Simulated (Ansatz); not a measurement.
# k-point convergence of GW for Si3N4 (P6_3/m)

How dense a mesh does GW need for Si3N4 (P6_3/m), and how does the time grow?

Program: Ansatz 0.2.0. Level of theory: G0W0 on PBE, plane waves, PAW; PAW set soft_1. Results are calculated unless marked as measured.

## (1) The starting structure

Symmetry: P6_3/m, No. 176, hexagonal system. The conventional cell has a = 7.604 Å, b = 7.604 Å, c = 2.906 Å, α = 90.00°, β = 90.00°, γ = 120.00°. Nearest to Si lie 4 N at 1.73 to 1.74 Å. Nearest to N lie 3 Si at 1.74 Å. N has 3 Si at 1.73 Å nearest. Farther neighbours and most contacts between anions are not listed.

As a file:

```
Si N
1.0
     7.60440    0.00000    0.00000
    -3.80220    6.58560    0.00000
     0.00000    0.00000    2.90630
Si N
6 8
Direct
  0.76848 0.17456 0.25000
  0.59392 0.76848 0.75000
  0.82544 0.59392 0.25000
  0.23152 0.82544 0.75000
  0.40608 0.23152 0.25000
  0.17456 0.40608 0.75000
  0.03050 0.33024 0.25000
  0.70026 0.03050 0.75000
  0.66976 0.70026 0.25000
  0.96950 0.66976 0.75000
  0.29974 0.96950 0.25000
  0.33024 0.29974 0.75000
  0.66667 0.33333 0.25000
  0.33333 0.66667 0.75000
```

The cell and positions come from the Crystallography Open Database and are kept as given unless a step says otherwise.

## (2) The 3×3×2 mesh

Now the one-shot GW correction: screening in the RPA, then the self-energy of the levels asked for. This step takes PAW set soft_1 files.

The input, input.yaml:

```yaml
crystal:
  lattice:
    - [7.6044, 0.0, 0.0]
    - [-3.8022, 6.5856035805, 0.0]
    - [0.0, 0.0, 2.9063]
  atoms:
    - { symbol: Si, position: [0.768477, 0.174557, 0.25] }
    - { symbol: Si, position: [0.59392, 0.768477, 0.75] }
    - { symbol: Si, position: [0.825443, 0.59392, 0.25] }
    - { symbol: Si, position: [0.231523, 0.825443, 0.75] }
    - { symbol: Si, position: [0.40608, 0.231523, 0.25] }
    - { symbol: Si, position: [0.174557, 0.40608, 0.75] }
    - { symbol: "N", position: [0.0305, 0.33024, 0.25] }
    - { symbol: "N", position: [0.70026, 0.0305, 0.75] }
    - { symbol: "N", position: [0.66976, 0.70026, 0.25] }
    - { symbol: "N", position: [0.9695, 0.66976, 0.75] }
    - { symbol: "N", position: [0.29974, 0.9695, 0.25] }
    - { symbol: "N", position: [0.33024, 0.29974, 0.75] }
    - { symbol: "N", position: [0.6666666667, 0.3333333333, 0.25] }
    - { symbol: "N", position: [0.3333333333, 0.6666666667, 0.75] }
kpoints:
  mp_grid: { grid: [3, 3, 2] }
hamiltonian:
  xc: pbe
  pseudopotentials: { kind: paw, azcp: { folder: soft_1 } }
scf:
  occupations: { method: fixed }
gw:
  n_empty_bands: 330
  ecut_chi: 100
  qp_bands: [v4, c4]
  qp_kpoints: band_edges
  screening: { model: contour_deformation }
```

Command:

```
> ansatz run input.yaml --threads 3 --pin off --max-ram 92160MiB --backend cuda --events-out ev --progress --plain --runs-dir out --devices 1 --max-vram 13GiB
```

Numbers of over 12 decimals in the logs are rounded to 6 here.

Log:

```text
GPUs: using 1 of 1 available (devices: 1).
Engine: ansatz 0.2.0, x86_64-unknown-linux-gnu
Pseudopotentials: kind: paw
Pseudopotential: Si, paw, valence charge 4, recommended cutoff 420 eV (normal), soft_1/Si.paw.azcp
Pseudopotential: N, paw, valence charge 5, recommended cutoff 420 eV (normal), soft_1/N.paw.azcp
Functional definition: PBE
  parameter kappa = 0.804
  parameter beta = 0.066725
  exchange = pbe_x(kappa = kappa, mu = beta*pi^2/3)
  correlation = pbe_c(beta = beta)
device memory: the entry about to start is reckoned to put 2.4 GiB on a device that reports 52.0 GiB free (of which the cap on the GPU budget leaves the run 13.0 GiB)
GPU FFT provider: cuFFT
GPU libraries: cuBLAS 13.8.2, cuFFT 12.4.0, cuSOLVER 12.3.4
Crystal: 14 atoms, lattice volume = 145.546 Å³
Basis set: ecut = 420 eV, 2823 PW (Γ)
Bands: 46, of which v1, the nominal top of the filled ones, is band 32 counted from 1 (31 counted from 0)
Symmetry: 12 space group operations
Space group: P63/m (ITA 176), of the structure as read, at distance tolerance 5.3e-5 Å
k-points: 6 of 18
Non-local potential: Si, projectors of the file, l = 0: 2, l = 1: 2, l = 2: 1
Non-local potential: N, projectors of the file, l = 0: 2, l = 1: 2, l = 2: 1
PAW form: soft (Blöchl's): semilocal exchange-correlation on the pseudo side does not see the compensation charge
PAW one-centre angular grid: Si, 110 points (default); XC on 64 Gauss nodes
PAW one-centre angular grid: N, 110 points (default); XC on 64 Gauss nodes
Initial density: superposition of atomic densities (chi_scale 0.1, normalization cell, long waves kept (reshape's long-wave potential 0.02 eV rms))
Initial wavefunctions: pseudopotential atomic-orbital guess
GPU buffer pool allocated for 58320 grid points (all kernels)
GPU transforms: local potential and band sums: pruned to the plane-wave sphere, on 54×54×20
Functional: x = pbe(κ = 0.804, μ = 0.219515), c = pbe(β = 0.066725)
SCF iter   1: F=—  HF=-6912.009217 eV  |F-HF|=—  |Δ(HF+E_count)|=         —  Δρ=1.61e-1  dr2=3.92e1  ethr=3.10e-3  ⟨swp⟩=5.0  Hψ=1084  notcnv=0  defer=65
preconditioner: auto → Resta (q_TF=auto, 2.379 Å⁻¹)  ε∞=3.6  [insulator: Δε(μ)=6.240 eV  Ē_g=15.343 eV  n_scr=32 (ndim 8)  ℏωp=24.6 eV  f_vac=0.009  ε∞_Penn≈3.6]
SCF iter   2: F=—  HF=-6900.098099 eV  |F-HF|=—  |Δ(HF+E_count)|=    1.19e1  Δρ=5.13e-2  dr2=2.29e0  ethr=3.10e-3  ⟨swp⟩=3.2  Hψ=684  notcnv=0  defer=63
SCF iter   3: F=—  HF=-6899.817625 eV  |F-HF|=—  |Δ(HF+E_count)|=   2.80e-1  Δρ=2.57e-2  dr2=5.38e-1  ethr=3.10e-3  ⟨swp⟩=1.3  Hψ=311  notcnv=0  defer=63
SCF iter   4: F=—  HF=-6899.809588 eV  |F-HF|=—  |Δ(HF+E_count)|=   8.04e-3  Δρ=2.51e-3  dr2=1.04e-2  ethr=8.41e-4  ⟨swp⟩=2.5  Hψ=327  notcnv=0  defer=69
SCF iter   5: F=—  HF=-6899.816313 eV  |F-HF|=—  |Δ(HF+E_count)|=   6.73e-3  Δρ=1.68e-3  dr2=4.12e-3  ethr=1.63e-5  ⟨swp⟩=2.3  Hψ=451  notcnv=0  defer=71
SCF iter   6: F=—  HF=-6899.816642 eV  |F-HF|=—  |Δ(HF+E_count)|=   3.29e-4  Δρ=3.91e-4  dr2=2.63e-4  ethr=6.44e-6  ⟨swp⟩=2.2  Hψ=397  notcnv=0  defer=69
SCF iter   7: F=—  HF=-6899.816818 eV  |F-HF|=—  |Δ(HF+E_count)|=   1.76e-4  Δρ=7.94e-5  dr2=1.64e-5  ethr=4.10e-7  ⟨swp⟩=2.0  Hψ=417  notcnv=0  defer=66
SCF iter   8: F=—  HF=-6899.816856 eV  |F-HF|=—  |Δ(HF+E_count)|=   3.81e-5  Δρ=2.16e-5  dr2=8.10e-7  ethr=2.57e-8  ⟨swp⟩=2.0  Hψ=433  notcnv=0  defer=59
SCF iter   9: F=-6899.816858 eV  HF=-6899.816858 eV  |F-HF|=2.05e-8  |Δ(HF+E_count)|=   1.56e-6  Δρ=2.86e-6  dr2=1.16e-8  ethr=1.56e-10  ⟨swp⟩=15.5  Hψ=1599  notcnv=0
SCF 1 converged in 9 iterations: F = -6899.816858 eV  dr2 = 1.16e-8
[...]
device memory: the entry about to start is reckoned to put 3.0 GiB on a device that reports 53.1 GiB free (of which the cap on the GPU budget leaves the run 13.0 GiB)
NSCF: frozen V_eff on 6 k-points
[...]
device memory: the entry about to start is reckoned to put 4.4 GiB on a device that reports 53.2 GiB free (of which the cap on the GPU budget leaves the run 13.0 GiB)
NSCF: frozen V_eff on 6 k-points
G₀W₀ screening: q 1/6
[... further progress lines ...]
device memory: the entry about to start is reckoned to put 0.6 GiB on a device that reports 43.5 GiB free (of which the cap on the GPU budget leaves the run 13.0 GiB)
NSCF: frozen V_eff on 1 k-points
device memory: the entry about to start is reckoned to put 0.6 GiB on a device that reports 43.5 GiB free (of which the cap on the GPU budget leaves the run 13.0 GiB)
NSCF: frozen V_eff on 1 k-points
SCF converged after 9 iterations
Free energy (F): -6899.816858 eV
Harris-Foulkes:  -6899.816858 eV  (|F-HF|=2.05e-8)
Internal energy: -6899.816858 eV  (E = F + TS)
E sigma→0 (E₀):  -6899.816858 eV
Fermi energy:    8.185360 eV
--- Per-component energies (eV) ---
  E_band       = 69.512642
  E_kinetic    = 1341.658147
  E_local      = -2035.224849  (includes V_loc(G=0)·N_el)
  E_nonlocal   = 404.150325
  E_hartree    = 722.878447
  E_xc         = -828.593362
  E_vxc        = -908.564898  (∫ρ·V_xc dr)
  E_paw        = -4099.740691  (= ΣΔE_a)
  E_vpaw       = -178.270214  (= ΣTr[D̂ρ^β])
  E_aug_tail   = 0.007493  (compensation charges beyond the density's cutoff)
  E_ewald      = -2404.952369
  E_smearing   = -0.000000  (= −TS)
  E_closure    = 0.000000  (closes the sum)
  Σ components = -6899.816858   (vs F -6899.816858, Δ=0.00e0)
--- Band table (eV; the first three rows and the last of 6) ---
  k-point 0: bands = [... 28 lower, 7.0719, 7.9168, 7.9568, 8.1854, 12.6422, 13.0693, 13.2167, 13.2167, ... 10 higher]
  k-point 1: bands = [... 28 lower, 6.7181, 6.7181, 7.0109, 7.0109, 13.0415, 13.0415, 13.0415, 13.0415, ... 10 higher]
  k-point 2: bands = [... 28 lower, 6.9983, 7.6865, 8.0057, 8.1538, 12.8806, 13.0161, 13.2474, 13.4754, ... 10 higher]
  k-point 5: bands = [... 28 lower, 6.9457, 6.9457, 7.2390, 7.2390, 13.3616, 13.3616, 14.1718, 14.1718, ... 10 higher]
--- G₀W₀: contour deformation, 5 samples at zero and on the imaginary axis and 1 off it, 18 q-points, 330 empty bands' worth ---
  eigenvalues of the whole cell's RPA ε∞ on this k-mesh (on a slab, of 1 + 4πα/V) = 4.1535, 4.1535, 5.5083; static W/v taken at q = 0 is 0.000852
  gw.qp_kpoints: band_edges: 6 of 6 stored k-points solved, in 1 pass; an edge of the gap read off the rows below is read off those points alone
    ik  band        ε_KS         Σx   Σc(E_QP)       V_xc       Z   E_QP_lin       E_QP  E_QP is
     0    29      7.0719   -21.3422     3.2671   -17.3813  0.7971     6.3744     6.3781  root
     0    30      7.9168   -22.0722     3.9079   -17.4158  0.7861     7.1633     7.1683  root
     0    31      7.9568   -21.4916     3.2102   -17.6626  0.7946     7.3351     7.3380  root
     0    32      8.1854   -22.3119     3.8949   -17.7042  0.7874     7.4681     7.4724  root
     0    33     12.6422    -6.6400    -4.8195   -12.3857  0.8267    13.5748    13.5684  root
     0    34     13.0693    -8.3804    -4.1579   -13.2409  0.8297    13.7749    13.7718  root
     0    35     13.2167    -7.7831    -4.7301   -13.5061  0.8206    14.2172    14.2096  root
     0    36     13.2167    -7.7831    -4.7301   -13.5061  0.8206    14.2172    14.2096  root
     1    29      6.7181   -20.9852     3.6287   -16.5180  0.7877     5.8729     5.8796  root
     1    30      6.7181   -20.9852     3.6287   -16.5180  0.7877     5.8729     5.8796  root
     1    31      7.0109   -20.6882     3.4607   -16.4148  0.7911     6.1922     6.1981  root
     1    32      7.0109   -20.6882     3.4607   -16.4148  0.7911     6.1922     6.1981  root
     1    33     13.0415    -7.2299    -4.2825   -12.2349  0.8332    13.7672    13.7640  root
     1    34     13.0415    -7.2299    -4.2825   -12.2349  0.8332    13.7672    13.7640  root
[...]
5    32      7.2390   -21.1325     3.4630   -16.9101  0.7913     6.4747     6.4797  root
     5    33     13.3616    -7.9908    -4.4184   -13.2553  0.8282    14.2124    14.2077  root
     5    34     13.3616    -7.9908    -4.4184   -13.2553  0.8282    14.2124    14.2077  root
     5    35     14.1718    -6.9070    -4.4232   -12.0789  0.8290    14.9245    14.9206  root
     5    36     14.1718    -6.9070    -4.4232   -12.0789  0.8290    14.9245    14.9206  root
```

Run time: 19 s. Hardware: 1 × NVIDIA H100 80GB HBM3 (shared by 6 runs) with 3 threads of AMD EPYC 7R13 (Zen 3), shared host; peak memory 1.2 GiB; 31 s of CPU time.

In the SCF lines HF is the Harris–Foulkes energy and dr2 the Hartree energy of the density residual, in eV; the loop may stop once dr2 is under the threshold and the program's other checks hold. Hψ counts applications of the Hamiltonian.

Numbers from this step:

- bands summed: 362
- RPA ε∞ on this mesh (eigenvalues): 4.153, 4.153, 5.508
- plane waves in the screening matrix: 341
- q-points in the mesh: 18
- G0W0 gap on the mesh: 6.096 eV
- k of the valence top: 0, 0, 0
- k of the conduction bottom: 0, 0, 0
- starting gap on the mesh: 4.457 eV
- Z at the valence top: 0.7874
- Z at the conduction bottom: 0.8267
- least direct G0W0 gap on the computed points: 6.096 eV

The gap on the mesh goes from 4.46 eV to 6.10 eV, a correction of +1.64 eV. Between the two edge states, bare exchange in place of the xc potential would open the gap by 10.35 eV, and correlation takes back 8.71 eV.

## (3) The 3×3×4 mesh

Only the mesh changes. It samples the long-range screening, which converges on its own terms.

Edit input.yaml of step 2 so:

```diff
@@ -21,3 +21,3 @@
 kpoints:
-  mp_grid: { grid: [3, 3, 2] }
+  mp_grid: { grid: [3, 3, 4] }
 hamiltonian:
```

Log:

```text
GPUs: using 1 of 1 available (devices: 1).
[...]
GPU FFT provider: cuFFT
GPU libraries: cuBLAS 13.8.2, cuFFT 12.4.0, cuSOLVER 12.3.4
Crystal: 14 atoms, lattice volume = 145.546 Å³
Basis set: ecut = 420 eV, 2823 PW (Γ)
Bands: 46, of which v1, the nominal top of the filled ones, is band 32 counted from 1 (31 counted from 0)
Symmetry: 12 space group operations
[...]
k-points: 9 of 36
[...]
GPU buffer pool allocated for 58320 grid points (all kernels)
[...]
SCF iter   1: F=—  HF=-6913.295268 eV  |F-HF|=—  |Δ(HF+E_count)|=         —  Δρ=1.57e-1  dr2=3.74e1  ethr=3.10e-3  ⟨swp⟩=5.0  Hψ=1621  notcnv=0  defer=98
[...]
SCF iter   9: F=-6901.721101 eV  HF=-6901.721101 eV  |F-HF|=2.17e-8  |Δ(HF+E_count)|=   1.59e-6  Δρ=2.76e-6  dr2=1.00e-8  ethr=1.56e-10  ⟨swp⟩=15.8  Hψ=2430  notcnv=0
SCF 1 converged in 9 iterations: F = -6901.721101 eV  dr2 = 1.00e-8
[...]
0    29      7.0100   -21.5623     3.3717   -17.4010  0.7958     6.2153     6.2204  root
     0    30      7.8383   -21.6516     3.4923   -17.4036  0.7916     7.0777     7.0825  root
     0    31      7.8965   -21.7688     3.3618   -17.6903  0.7929     7.1757     7.1798  root
     0    32      8.1033   -21.8963     3.4907   -17.6882  0.7923     7.3817     7.3859  root
     0    33     12.6213    -7.1588    -4.4140   -12.4840  0.8340    13.5380    13.5325  root
     0    34     13.0378    -8.5278    -4.0934   -13.4080  0.8308    13.8285    13.8245  root
     0    35     13.1921    -8.1400    -4.4319   -13.5837  0.8272    14.2111    14.2039  root
     0    36     13.1921    -8.1400    -4.4319   -13.5837  0.8272    14.2111    14.2039  root
[...]
8    33     13.3302    -7.9342    -4.3906   -13.2611  0.8291    14.2725    14.2666  root
     8    34     13.3302    -7.9342    -4.3906   -13.2611  0.8291    14.2725    14.2666  root
     8    35     14.1461    -6.9042    -4.3728   -12.1180  0.8305    14.9920    14.9870  root
     8    36     14.1461    -6.9042    -4.3728   -12.1180  0.8305    14.9920    14.9870  root
[key lines of the parts left out:]
SCF converged after 9 iterations
Free energy (F): -6901.721101 eV
Fermi energy:    8.226900 eV
```

Wall time 17 s (1 × NVIDIA H100 80GB HBM3 (shared by 6 runs) with 3 threads); peak memory 1.3 GiB.

This step gave:

- bands summed: 362
- RPA ε∞ on this mesh (eigenvalues): 4.022, 4.022, 4.299
- plane waves in the screening matrix: 341
- q-points in the mesh: 36
- G0W0 gap on the mesh: 5.982 eV
- k of the valence top: 0, 0, 0.25
- k of the conduction bottom: 0, 0, 0
- starting gap on the mesh: 4.394 eV
- Z at the valence top: 0.7944
- Z at the conduction bottom: 0.8340
- least direct G0W0 gap on the computed points: 6.147 eV

Against the run with 3×3×2 mesh, 330 empty bands, screening to 100 eV, PAW set soft_1 files, the gap moves by −0.11 eV, while the start moved by −0.06 eV. A band edge is found at another k point on this mesh.

## (4) The 3×3×6 mesh

Edit input.yaml of step 3 so:

```diff
@@ -21,3 +21,3 @@
 kpoints:
-  mp_grid: { grid: [3, 3, 4] }
+  mp_grid: { grid: [3, 3, 6] }
 hamiltonian:
```

Log:

```text
GPUs: using 1 of 1 available (devices: 1).
[...]
GPU FFT provider: cuFFT
GPU libraries: cuBLAS 13.8.2, cuFFT 12.4.0, cuSOLVER 12.3.4
Crystal: 14 atoms, lattice volume = 145.546 Å³
Basis set: ecut = 420 eV, 2823 PW (Γ)
Bands: 46, of which v1, the nominal top of the filled ones, is band 32 counted from 1 (31 counted from 0)
Symmetry: 12 space group operations
[...]
k-points: 12 of 54
[...]
0    36     13.1908    -8.1964    -4.3843   -13.5878  0.8283    14.2047    14.1978  root
[...]
11    33     13.3284    -7.9336    -4.3853   -13.2616  0.8293    14.2771    14.2711  root
    11    34     13.3284    -7.9336    -4.3853   -13.2616  0.8293    14.2771    14.2711  root
    11    35     14.1446    -6.9072    -4.3657   -12.1202  0.8308    14.9970    14.9919  root
    11    36     14.1446    -6.9072    -4.3657   -12.1202  0.8308    14.9970    14.9919  root
[key lines of the parts left out:]
SCF converged after 9 iterations
Free energy (F): -6901.770867 eV
Fermi energy:    8.296649 eV
```

Run time: 41 s. Hardware: 1 × NVIDIA H100 80GB HBM3 (shared by 6 runs) with 3 threads; peak memory 1.5 GiB.

This step gave:

| Property | Result |
| --- | --- |
| bands summed | 362 |
| RPA ε∞ on this mesh (eigenvalues) | 4.019, 4.019, 4.123 |
| plane waves in the screening matrix | 341 |
| G0W0 gap on the mesh | 5.890 eV |
| k of the valence top | 0, 0, 0.1667 |
| k of the conduction bottom | 0, 0, 0 |
| starting gap on the mesh | 4.324 eV |
| least direct G0W0 gap on the computed points | 6.138 eV |

Against the run with 3×3×4 mesh, 330 empty bands, screening to 100 eV, PAW set soft_1 files, the gap moves by −0.09 eV, while the start moved by −0.07 eV. A band edge is found at another k point on this mesh.

(Continued in part 2 of 2.)

[Paths, hosts, dates, memory and timing lines, banners, echoed tables and standing remarks are left out of the program output.]

[Logs are printed without paths, hosts, clocks, repeated set-up lines and the standing remarks that a program may print on its own settings, such as how far it seeks lower states.]

[Runs of the session that timed out or met a known fault of the program may be left out.]

[Cells called generated may have been cut or substituted from an entry of the Crystallography Open Database or the Materials Project.]

[Hosts, paths, dates, database ids (printed as entryN), source tags and the programs' standing remarks are cut or masked in the printed files.]
